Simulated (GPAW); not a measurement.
**F K ELNES/XANES of KCdF3 (Pm-3m) from DFT**

What does one-electron theory with a core hole give for the F K edge of KCdF3 (Pm-3m)?

Main program and level: GPAW 26.7.0; X-ray absorption from dipole matrix elements to empty bands, plane-wave PAW LDA.

**1. The structure**

Symmetry: Pm-3m, No. 221, cubic system. Conventional cell: a = 4.382 Å, b = 4.382 Å, c = 4.382 Å, α = 90.00°, β = 90.00°, γ = 90.00°. Nearest to Cd lie 6 F at 2.19 Å. K has 12 F at 3.10 Å nearest. Nearest to F lie 2 Cd at 2.19 Å and 4 K at 3.10 Å. Farther neighbours and most contacts between anions are not listed.

Structure file:

```
Cd K F
1.0
     4.38209    0.00000    0.00000
     0.00000    4.38209    0.00000
     0.00000    0.00000    4.38209
Cd K F
1 1 3
Direct
  0.50000 0.50000 0.50000
  0.00000 0.00000 0.00000
  0.50000 0.50000 0.00000
  0.50000 0.00000 0.50000
  0.00000 0.50000 0.50000
```

**2. The field without a hole**

A plain self-consistent run shows whether there is a gap, which decides the set-up of the core-hole run.

File scf.py:

```python
import numpy as np
from ase import Atoms
from ase.parallel import parprint, paropen
from gpaw import GPAW, PW, FermiDirac, Mixer, MixerDif, setup_paths
from gpaw.test import gen
setup_paths.insert(0, '.')
gen('F', name='nch1s', xcname='LDA', corehole=(1, 0, 0), write_xml=True)
from gpaw.mpi import world
world.barrier()

atoms = Atoms('CdKF3',
    cell=[[4.38208902, 0, 0],
     [0, 4.38208902, 0],
     [0, 0, 4.38208902]],
    scaled_positions=[[0.5, 0.5, 0.5],
     [0, 0, 0],
     [0.5, 0.5, 0],
     [0.5, 0, 0.5],
     [0, 0.5, 0.5]],
    pbc=True)
atoms.calc = calc = GPAW(legacy_gpaw=True, mode=PW(500), xc='LDA', setups={2: 'nch1s'},
    kpts={'size': (6, 6, 6), 'gamma': True}, occupations=FermiDirac(0.05),
    charge=0, mixer=Mixer(0.1, 5, 50), maxiter=150,
    convergence={'density': 0.0001}, txt='scf.txt')
energy = atoms.get_potential_energy() + calc.get_reference_energy()
ef = calc.get_fermi_level()
out = dict(energy=energy, fermi=ef, forces=atoms.get_forces().tolist())
parprint(f'all-electron energy {energy:.4f} eV, Fermi level {ef:.4f} eV')
ev = np.array([[calc.get_eigenvalues(k, s) for k in range(len(calc.get_ibz_k_points()))] for s in range(calc.get_number_of_spins())])
out['homo'], out['lumo'], out['counts'] = ev[ev < ef].max(), ev[ev > ef].min(), sorted(set((ev < ef).sum((0, 2)).tolist()))
out['filled'] = (ev[:, 0] < ef).sum(1).tolist()
import json
with paropen('out.json', 'w') as f:
    json.dump(out, f)
```

Launch:

```console
$ OMP_NUM_THREADS=1 mpirun -n 4 gpaw python scf.py
```

Numbers of over 12 decimals in the logs are rounded to 6 here.

Log:

```text
Input parameters:
  convergence: {density: 0.0001}
  kpts: {gamma: True,
         size: (6, 6, 6)}
  maxiter: 150
  mixer: {backend: pulay,
          beta: 0.1,
          method: separate,
          nmaxold: 5,
          weight: 50}
  mode: {ecut: 500.0,
         name: pw}
  occupations: {fixmagmom: False,
                name: fermi-dirac,
                width: 0.05}
  setups: {2: nch1s}

Initialize ...

[... PAW data sets ...]

Reference energy: -176473.513010  # eV

Spin-paired calculation

[... convergence settings ...]
Symmetries present (total): 16
  [... symmetry matrices ...]

216 k-points: 6 x 6 x 6 Monkhorst-Pack grid + [1/12,1/12,1/12]
40 k-points in the irreducible part of the Brillouin zone
       k-points in crystal coordinates                weights
   0:     0.00000000    0.00000000    0.00000000          1/216
   1:     0.00000000    0.00000000    0.16666667          2/216
   2:     0.00000000    0.00000000    0.33333333          2/216
   3:     0.00000000    0.00000000    0.50000000          1/216
   4:     0.16666667    0.00000000    0.00000000          4/216
   5:     0.16666667    0.00000000    0.16666667          8/216
   6:     0.16666667    0.00000000    0.33333333          8/216
   7:     0.16666667    0.00000000    0.50000000          4/216
   8:     0.16666667    0.16666667    0.00000000          4/216
   9:     0.16666667    0.16666667    0.16666667          8/216
          ...
  39:     0.50000000    0.50000000    0.50000000          1/216

Wave functions: Plane wave expansion
  Cutoff energy: 500.000 eV
  Number of coefficients (min, max): 2103, 2176
  Pulay-stress correction: 0.000000 eV/Ang^3 (de/decut=0.000000)
  Using FFTW library
  Wavefunction extrapolation:
    Improved wavefunction reuse through dual PAW basis

Occupation numbers: Fermi-Dirac:
  width: 0.0500  # eV

Eigensolver
   Davidson(niter=2)

Densities:
  Coarse grid: 24*24*24 grid
  Fine grid: 48*48*48 grid
  Total Charge: 0.000000

Density mixing:
  Method: separate
  Backend: pulay
  Linear mixing parameter: 0.1
  old densities: 5
  Width of damping distribution: 1.1
  Damping of long wavelength oscillations: 50

[... Hamiltonian set-up ...]
Number of atoms: 5
Number of atomic orbitals: 26
Number of bands in calculation: 26
Number of valence electrons: 42
Bands to converge: occupied

... initialized

Initializing position-dependent things.

Density initialized from atomic densities
Creating initial wave functions:
  26 bands from LCAO basis set

Positions:
   0 Cd     2.191045    2.191045    2.191045    ( 0.0000,  0.0000,  0.0000)
   1 K      0.000000    0.000000    0.000000    ( 0.0000,  0.0000,  0.0000)
   2 F      2.191045    2.191045    0.000000    ( 0.0000,  0.0000,  0.0000)
   3 F      2.191045    0.000000    2.191045    ( 0.0000,  0.0000,  0.0000)
   4 F      0.000000    2.191045    2.191045    ( 0.0000,  0.0000,  0.0000)

Unit cell:
           periodic     x           y           z      points  spacing
  1. axis:    yes    4.382089    0.000000    0.000000    24     0.1826
  2. axis:    yes    0.000000    4.382089    0.000000    24     0.1826
  3. axis:    yes    0.000000    0.000000    4.382089    24     0.1826

  Lengths:   4.382089   4.382089   4.382089
  Angles:   90.000000  90.000000  90.000000

Effective grid spacing dv^(1/3) = 0.1826

iter:   1   -23.439937
iter:   2   -22.606706   -1.35  -1.20
iter:   3   -21.744168   -0.78  -1.29
iter:   4   -21.697374   -1.87  -1.50
iter:   5   -21.652383   -2.06  -1.91
iter:   6   -21.653415   -2.89  -2.66
iter:   7   -21.649273c  -3.40  -2.58
iter:   8   -21.649992c  -3.55  -3.19
iter:   9   -21.649237c  -3.79  -3.08
iter:  10   -21.649196c  -5.85  -3.67
iter:  11   -21.649197c  -5.68  -4.24c
iter:  12   -21.649194c  -6.22  -4.16c
iter:  13   -21.649196c  -6.32  -4.62c
iter:  14   -21.649194c  -6.66  -4.29c
iter:  15   -21.649194c  -7.72c -5.04c

Converged after 15 iterations.

Dipole moment: (-0.000000, -0.000000, -0.000000) |e|*Ang

Energy contributions relative to reference atoms: (reference = -176473.513010)

Kinetic:        +34.272409
Potential:      -30.979161
External:        +0.000000
XC:             -24.862477
Entropy (-ST):   -0.000000
Local:           -0.079963
SIC:             +0.000000
--------------------------
Free energy:    -21.649194
Extrapolated:   -21.649194

Showing only first 2 kpts
 Kpt  Band  Eigenvalues  Occupancy
  0    19     -1.09490    2.00000
  0    20     -1.09490    2.00000
  0    21      3.50806    0.00000
  0    22      9.03184    0.00000

  1    19     -1.06454    2.00000
  1    20     -1.06454    2.00000
  1    21      3.97938    0.00000
  1    22      8.68402    0.00000

Fermi level: 2.00561

Gap: 2.737 eV
Transition (v -> c):
  (s=0, k=35, n=20, [0.50, 0.33, 0.50]) -> (s=0, k=0, n=21, [0.00, 0.00, 0.00])
Direct/indirect transitions are different
Direct gap: 4.603 eV
Transition at: (s=0, k=0, n=20, [0.00, 0.00, 0.00])

Forces in eV/Ang:
  0 Cd    0.00000    0.00000    0.00000
  1 K     0.00000    0.00000    0.00000
  2 F     0.00000    0.00000    0.00000
  3 F    -0.00000   -0.00000    0.00000
  4 F     0.00000   -0.00000    0.00000
Scalar-relativistic atomic LDA calculation for F (Fluorine, Z=9)
Core hole in 1s state (1s occupation: 2.0)
300 radial gridpoints.
|------------------------------------------------|
|------------------------------------------------|
[... the atom generator's iteration count ...]

Energy contributions:
-------------------------
Kinetic:      +98.924702
XC:            -9.628727
Potential:   -188.480882
-------------------------
Total:        -99.184907

state      eigenvalue         ekin         rmax
-----------------------------------------------
1s^2.0 :   -24.213779    36.855229        0.115
2s^2.0 :    -1.089490     4.159703        0.767
2p^5.0 :    -0.415007     3.378968        0.703
-----------------------------------------------
(units: Bohr and Hartree)

Generating PAW setup
Kinetic energy of the core from tauc = 73.784289
Cutoffs:
rc(s)=1.200
rc(p)=1.200
rc(d)=1.200
rc(vbar)=1.080
rc(comp)=1.200
rc(nct)=1.200

Kinetic energy of the core states: 73.710458
Charge: 0.0
Core electrons: 2.0
Valence electrons: 7.0
Pseudo-core charge: 0.000387
Shape function alpha=6.944
Pseudo-electron charge 6.013308
state    eigenvalue         norm
--------------------------------
2s(2) :    -1.089490     1.062936
*s    :    -0.089490
2p(5) :    -0.415007     0.777410
*p    :     0.584993
*d    :     0.000000
--------------------------------

Diagonalizing with gridspacing h=0.050

state   all-electron     PAW
-------------------------------
2s:      -1.089490    -1.091166
2p:      -0.415007    -0.417133
*d:                    0.051257
*f:                    0.077758
-------------------------------
all-electron energy -176495.1622 eV, Fermi level 2.0056 eV
```

The job ended after 14 s (4 MPI ranks of Arm Neoverse V1, shared host; peak memory 0.2 GiB).

The mesh shows a gap of 2.74 eV, so the hole is first treated in a charged cell, without the excited electron.

**3. Spectrum without a core hole, F atom 3**

This cheap baseline ignores the attraction of the hole: it shows the absorber's empty states as they are in the ground state. The data set with a hole of occupation 0 only carries the core orbital.

The absorber has 2 Cd at 2.19 Å (linear, site symmetry 4/mmm).

File xas.py:

```python
import numpy as np
from ase import Atoms
from ase.parallel import parprint, paropen
from gpaw import GPAW, PW, FermiDirac, Mixer, MixerDif, setup_paths
from gpaw.test import gen
setup_paths.insert(0, '.')
gen('F', name='nch1s', xcname='LDA', corehole=(1, 0, 0), write_xml=True)
from gpaw.mpi import world
world.barrier()

atoms = Atoms('CdKF3',
    cell=[[4.38208902, 0, 0],
     [0, 4.38208902, 0],
     [0, 0, 4.38208902]],
    scaled_positions=[[0.5, 0.5, 0.5],
     [0, 0, 0],
     [0.5, 0.5, 0],
     [0.5, 0, 0.5],
     [0, 0.5, 0.5]],
    pbc=True)
atoms.calc = calc = GPAW(legacy_gpaw=True, mode=PW(500), xc='LDA', setups={2: 'nch1s'},
    kpts={'size': (6, 6, 6), 'gamma': True}, occupations=FermiDirac(0.02),
    charge=0, mixer=Mixer(0.1, 5, 50), maxiter=150,
    convergence={'density': 0.0001}, txt='scf.txt')
energy = atoms.get_potential_energy() + calc.get_reference_energy()
ef = calc.get_fermi_level()
out = dict(energy=energy, fermi=ef, forces=atoms.get_forces().tolist())
parprint(f'all-electron energy {energy:.4f} eV, Fermi level {ef:.4f} eV')
ev = np.array([[calc.get_eigenvalues(k, s) for k in range(len(calc.get_ibz_k_points()))] for s in range(calc.get_number_of_spins())])
out['homo'], out['lumo'], out['counts'] = ev[ev < ef].max(), ev[ev > ef].min(), sorted(set((ev < ef).sum((0, 2)).tolist()))
out['filled'] = (ev[:, 0] < ef).sum(1).tolist()

from ase.units import Ha
from gpaw.xas import dipole_matrix_elements
nb = int(calc.get_number_of_electrons() / 2) + 53
top, nb = nb, nb + 8 + nb // 12
nscf = calc.fixed_density(kpts={'size': (4, 4, 4), 'gamma': True}, nbands=nb,
    convergence={'bands': top, 'eigenstates': 1e-5}, maxiter=60, txt='nscf.txt')
cell = atoms.cell.array
ops = [cell.T @ U.T @ np.linalg.inv(cell.T) for U in nscf.wfs.kd.symmetry.op_scc]
filled = [21]  # bands filled in the ground state, by spin
E = np.arange(-25, 34, 0.1)
fwhm = np.interp(E, [4, 25], [0.9, 3.5])
Y, X, zero, highest = 0, 0, 1e9, 1e9
for spin in range(nscf.get_number_of_spins()):
    wfs = nscf.wfs
    A = dipole_matrix_elements(wfs.setups[2])
    eps = np.zeros((wfs.kd.nibzkpts, nb))
    d = np.zeros((3, A.shape[1], wfs.kd.nibzkpts, nb), complex)
    for kpt in wfs.kpt_u:
        if kpt.s == spin and 2 in kpt.P_ani:
            eps[kpt.k] = kpt.eps_n * Ha
            d[:, :, kpt.k] = (kpt.weight * wfs.nspins / 2) ** 0.5 * np.inner(A, kpt.P_ani[2])
    world.sum(eps)
    world.sum(d)
    T = np.einsum('amkn,bmkn->abkn', d, d.conj()).real
    T = sum(np.einsum('ai,ijkn,bj->abkn', R, T, R) for R in ops) / len(ops)
    empty = np.ones_like(eps, bool) & (np.arange(nb) >= filled[spin])
    zero, highest = min(zero, eps[empty].min()), min(highest, eps[:, top - 1].min())
    lines = [(eps, T, empty)] if spin == 0 else lines + [(eps, T, empty)]
for eps, T, empty in lines:
    f = np.einsum('aakn->akn', T).reshape(3, -1)
    x = eps.ravel() - zero
    w = np.interp(x, E, fwhm) / 2.35482
    g = np.exp(-0.5 * ((E[:, None] - x) / w) ** 2) / (w * (2 * np.pi) ** 0.5)
    Y = Y + (f * empty.ravel()) @ g.T
    X = X + (f * ~empty.ravel()) @ g.T
out.update(E=E.round(2).tolist(), xas=Y.tolist(), xes=X.tolist(), zero=zero, valid=highest - zero, nk=len(eps), nb=nb)
for i in range(0, len(E), 10):
    parprint(f'{E[i]:7.2f}', *(f'{v:10.3e}' for v in Y[:, i]))
import json
with paropen('out.json', 'w') as f:
    json.dump(out, f)
```

Launch:

```console
$ OMP_NUM_THREADS=1 mpirun -n 4 gpaw python xas.py
```

Log:

```text
Input parameters:
  convergence: {density: 0.0001}
  kpts: {gamma: True,
         size: (6, 6, 6)}
  maxiter: 150
  mixer: {backend: pulay,
          beta: 0.1,
          method: separate,
          nmaxold: 5,
          weight: 50}
  mode: {ecut: 500.0,
         name: pw}
  occupations: {fixmagmom: False,
                name: fermi-dirac,
                width: 0.02}
  setups: {2: nch1s}

Initialize ...

[...]
*p    :     0.584993
*d    :     0.000000
--------------------------------

Diagonalizing with gridspacing h=0.050

state   all-electron     PAW
-------------------------------
2s:      -1.089490    -1.091166
2p:      -0.415007    -0.417133
*d:                    0.051257
*f:                    0.077758
-------------------------------
all-electron energy -176495.1622 eV, Fermi level 1.7556 eV
[...]
32.00  3.349e-05  3.349e-05  6.406e-05
  33.00  3.308e-05  3.308e-05  5.042e-05
[key lines of the parts left out:]
Converged after 15 iterations.
Dipole moment: (-0.000000, -0.000000, -0.000000) |e|*Ang
Free energy:    -21.649194
Fermi level: 1.75560
```

It took 28 s on 4 MPI ranks; peak memory 0.25 GiB; 1.9 min of CPU time.

The F K spectrum, F atom 3, no core hole (energy from the lowest empty level; intensity scaled to a mean of 1 over the first 20 eV):

| E (eV) | intensity |
| --- | --- |
| -2.0 | 0.00 |
| -1.4 | 0.00 |
| -0.8 | 0.00 |
| -0.2 | 0.00 |
| 0.4 | 0.04 |
| 1.0 | 0.17 |
| 1.6 | 0.39 |
| 2.2 | 0.51 |
| 2.8 | 0.77 |
| 3.4 | 1.08 |
| 4.0 | 1.05 |
| 4.6 | 1.09 |
| 5.2 | 1.30 |
| 5.8 | 1.98 |
| 6.4 | 2.31 |
| 7.0 | 2.45 |
| 7.6 | 1.93 |
| 8.2 | 1.32 |
| 8.8 | 1.28 |
| 9.4 | 1.50 |
| 10.0 | 1.52 |
| 10.6 | 1.23 |
| 11.2 | 0.90 |
| 11.8 | 0.63 |
| 12.4 | 0.44 |
| 13.0 | 0.33 |
| 13.6 | 0.32 |
| 14.2 | 0.45 |
| 14.8 | 0.70 |
| 15.4 | 0.97 |
| 16.0 | 1.17 |
| 16.6 | 1.23 |
| 17.2 | 1.14 |
| 17.8 | 0.96 |
| 18.4 | 0.77 |
| 19.0 | 0.63 |
| 19.6 | 0.56 |
| 20.2 | 0.55 |
| 20.8 | 0.59 |
| 21.4 | 0.66 |
| 22.0 | 0.74 |
| 22.6 | 0.82 |
| 23.2 | 0.88 |
| 23.8 | 0.93 |
| 24.4 | 0.97 |
| 25.0 | 1.02 |
| 25.6 | 1.07 |
| 26.2 | 1.13 |
| 26.8 | 1.19 |
| 27.4 | 1.26 |
| 28.0 | 1.32 |
| 28.6 | 1.37 |
| 29.2 | 1.38 |
| 29.8 | 1.34 |
| 30.4 | 1.26 |
| 31.0 | 1.17 |
| 31.6 | 1.08 |

Main maxima below 24 eV (height): 3.4 eV (1.08), 6.9 eV (2.46), 9.7 eV (1.55) and 16.5 eV (1.24). A K edge sees empty p states on the absorber.

The same matrix elements for filled bands give the F K emission of F atom 3 (ground-state approximation; energy from the lowest empty level, largest value 1):

| E (eV) | emission |
| --- | --- |
| -24.00 | 0.00 |
| -23.25 | 0.00 |
| -22.50 | 0.00 |
| -21.75 | 0.00 |
| -21.00 | 0.00 |
| -20.25 | 0.00 |
| -19.50 | 0.00 |
| -18.75 | 0.00 |
| -18.00 | 0.00 |
| -17.25 | 0.00 |
| -16.50 | 0.00 |
| -15.75 | 0.00 |
| -15.00 | 0.00 |
| -14.25 | 0.00 |
| -13.50 | 0.00 |
| -12.75 | 0.00 |
| -12.00 | 0.00 |
| -11.25 | 0.00 |
| -10.50 | 0.00 |
| -9.75 | 0.01 |
| -9.00 | 0.07 |
| -8.25 | 0.09 |
| -7.50 | 0.07 |
| -6.75 | 0.07 |
| -6.00 | 0.17 |
| -5.25 | 0.44 |
| -4.50 | 0.95 |
| -3.75 | 0.27 |
| -3.00 | 0.07 |
| -2.25 | 0.01 |
| -1.50 | 0.00 |
| -0.75 | 0.00 |
| 0.00 | 0.00 |
| 0.75 | 0.00 |
| 1.50 | 0.00 |
| 2.25 | 0.00 |
| 3.00 | 0.00 |

Emission maxima: -4.6 eV (1.00).

**4. Reference energy of the supercell**

The photon energy needs a difference of total energies, so the cell and mesh of the coming hole run are first run without a hole.

scf.py, as its differences from that of step 2:

```diff
@@ -10,14 +10,29 @@
 
-atoms = Atoms('CdKF3',
-    cell=[[4.38208902, 0, 0],
-     [0, 4.38208902, 0],
-     [0, 0, 4.38208902]],
-    scaled_positions=[[0.5, 0.5, 0.5],
+atoms = Atoms('Cd4K4F12',
+    cell=[[4.38208902, 4.38208902, 4.38208902],
+     [-4.38208902, 4.38208902, -4.38208902],
+     [-4.38208902, -4.38208902, 4.38208902]],
+    scaled_positions=[[0.5, 0, 0],
+     [0.5, 0.5, 0.5],
+     [0, 0, 0.5],
+     [0, 0.5, 0],
      [0, 0, 0],
+     [0, 0.5, 0.5],
+     [0.5, 0, 0.5],
      [0.5, 0.5, 0],
-     [0.5, 0, 0.5],
-     [0, 0.5, 0.5]],
+     [0.25, 0, 0.75],
+     [0.25, 0.5, 0.25],
+     [0.75, 0, 0.25],
+     [0.75, 0.5, 0.75],
+     [0.25, 0.75, 0],
+     [0.25, 0.25, 0.5],
+     [0.75, 0.75, 0.5],
+     [0.75, 0.25, 0],
+     [0.5, 0.25, 0.25],
+     [0.5, 0.75, 0.75],
+     [0, 0.25, 0.75],
+     [0, 0.75, 0.25]],
     pbc=True)
-atoms.calc = calc = GPAW(legacy_gpaw=True, mode=PW(500), xc='LDA', setups={2: 'nch1s'},
-    kpts={'size': (6, 6, 6), 'gamma': True}, occupations=FermiDirac(0.05),
+atoms.calc = calc = GPAW(legacy_gpaw=True, mode=PW(500), xc='LDA', setups={8: 'nch1s'},
+    kpts={'size': (3, 3, 3), 'gamma': True}, occupations=FermiDirac(0.02),
     charge=0, mixer=Mixer(0.1, 5, 50), maxiter=150,
```

Launch:

```console
$ OMP_NUM_THREADS=1 mpirun -n 4 gpaw python scf.py
```

Log:

```text
Input parameters:
  convergence: {density: 0.0001}
  kpts: {gamma: True,
         size: (3, 3, 3)}
  maxiter: 150
  mixer: {backend: pulay,
          beta: 0.1,
          method: separate,
          nmaxold: 5,
          weight: 50}
  mode: {ecut: 500.0,
         name: pw}
  occupations: {fixmagmom: False,
                name: fermi-dirac,
                width: 0.02}
  setups: {8: nch1s}

Initialize ...

[...]
2s(2) :    -1.089490     1.062936
*s    :    -0.089490
2p(5) :    -0.415007     0.777410
*p    :     0.584993
*d    :     0.000000
--------------------------------

Diagonalizing with gridspacing h=0.050

state   all-electron     PAW
-------------------------------
2s:      -1.089490    -1.091166
2p:      -0.415007    -0.417133
*d:                    0.051257
*f:                    0.077758
-------------------------------
all-electron energy -705980.6730 eV, Fermi level 1.7557 eV
[key lines of the parts left out:]
Converged after 15 iterations.
Dipole moment: (-0.000000, -0.000000, -0.000000) |e|*Ang
Free energy:    -86.620907
Fermi level: 1.75567
```

Wall time 64 s (4 MPI ranks); peak memory 0.41 GiB; 4.2 min of CPU time.

Reference energy: -705980.673 eV with the cores included.

[end of part 1 of 3]

[Banner, clock and machine lines of the logs are left out without a mark of their own.]

[Logs are printed without paths, hosts, clocks, repeated set-up lines and the standing remarks that a program may print on its own settings, such as how far it seeks lower states.]

[Hosts, paths, dates, database ids (printed as entryN), source tags and the programs' standing remarks are cut or masked in the printed files.]

[Lists of maxima count a maximum above −3 eV only where it reaches 4 % of the highest in the window and stands out from its surroundings by 2 % of it (1.5 % where it reaches 55 %); shoulders and weaker maxima are passed over, and of the rest the first, up to two pre-edge ones and the few strongest are named.]
